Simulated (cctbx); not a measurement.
## Which space group?

Cell: a = 9.3200 Å, b = 9.3280 Å, c = 13.8040 Å, α = 90.00°, β = 90.00°, γ = 90.00°. Expected content of the cell: Sm4 Ba8 Ni12 S28.

The data are simulated with cctbx, not measured: Mo Kα, λ = 0.71073 Å, to d = 0.65 Å, 95 % of the full sphere, strongest reflection 20000 counts, noise from counting, a 1.5 % proportional error and a noise floor of 8 counts (s.d.); no absorption.

Tests on the unmerged data give:

```text
17409 reflections to d = 0.650 A
centring   violations  <I/sigma> of those
    A       1447 of  8709      2.8
    B       1447 of  8732      2.8
    C          0 of  8735      0.0
    I       1448 of  8714      2.8
    R       1866 of 11589      2.8
    F       1447 of 13088      1.9
Laue class    unique    Rint  (classes that these axes allow; Friedel mates merged)
C 1 2/m 1        2407   0.042
C 2/m 1 1        2405   0.043
C m m m          1311   0.046
space group    extra absences  I>4sigma  <I/sigma>
C 2 2 2                 0          0         -  acentric
C m m 2                 0          0         -  acentric
C 2 m m                 0          0         -  acentric
C m 2 m                 0          0         -  acentric
C 2 m b               158          1       0.9  acentric
C m 2 a               158          1       0.9  acentric
C m m m                 0          0         -  centric
C m m a               158          1       0.9  centric
C m m b               158          1       0.9  centric
Wilson B = 1.89 A^2   <|E^2-1|> = 1.142 (0.968 centric, 0.736 acentric)   E^2>4: 6.4 %
shell (A)         n   <I/sigma>
13.81 - 1.30    184     24.6
 1.30 - 1.03    174     21.6
 1.03 - 0.90    164     15.9
 0.90 - 0.82    157     12.5
 0.82 - 0.76    160     11.2
 0.76 - 0.72    157     10.1
 0.72 - 0.68    160      7.4
 0.68 - 0.65    155      6.6
```

**Question.** What are the lattice type, the Laue class and the likely space group?

The reflections that C centring forbids are absent (⟨I/σ⟩ near 0), so the lattice is C.

Rint stays low (0.042 to 0.046) up to C m m m, the highest class in these axes.

9 settings pass the absence test. The most absences obeyed, 158, belong to C 2 m b, C m 2 a, C m m a and C m m b, which absences can't tell apart.

⟨|E²−1|⟩ = 1.142 is above even the centric ideal, a mark of pseudo-translation (a class of systematically weak reflections). The Wilson B of 1.89 Å² means U ≈ 0.0239 Å².

The true group is Cmmm (no. 65), Laue class mmm, centrosymmetric. It passes the tests but isn't the first choice, because the arrangement of the atoms makes further classes of reflections very weak or absent.

This is a model crystal, built by substitution and not relaxed, with assumed displacement parameters.

[Logs are printed without paths, hosts, clocks, repeated set-up lines and the standing remarks that a program may print on its own settings, such as how far it seeks lower states.]
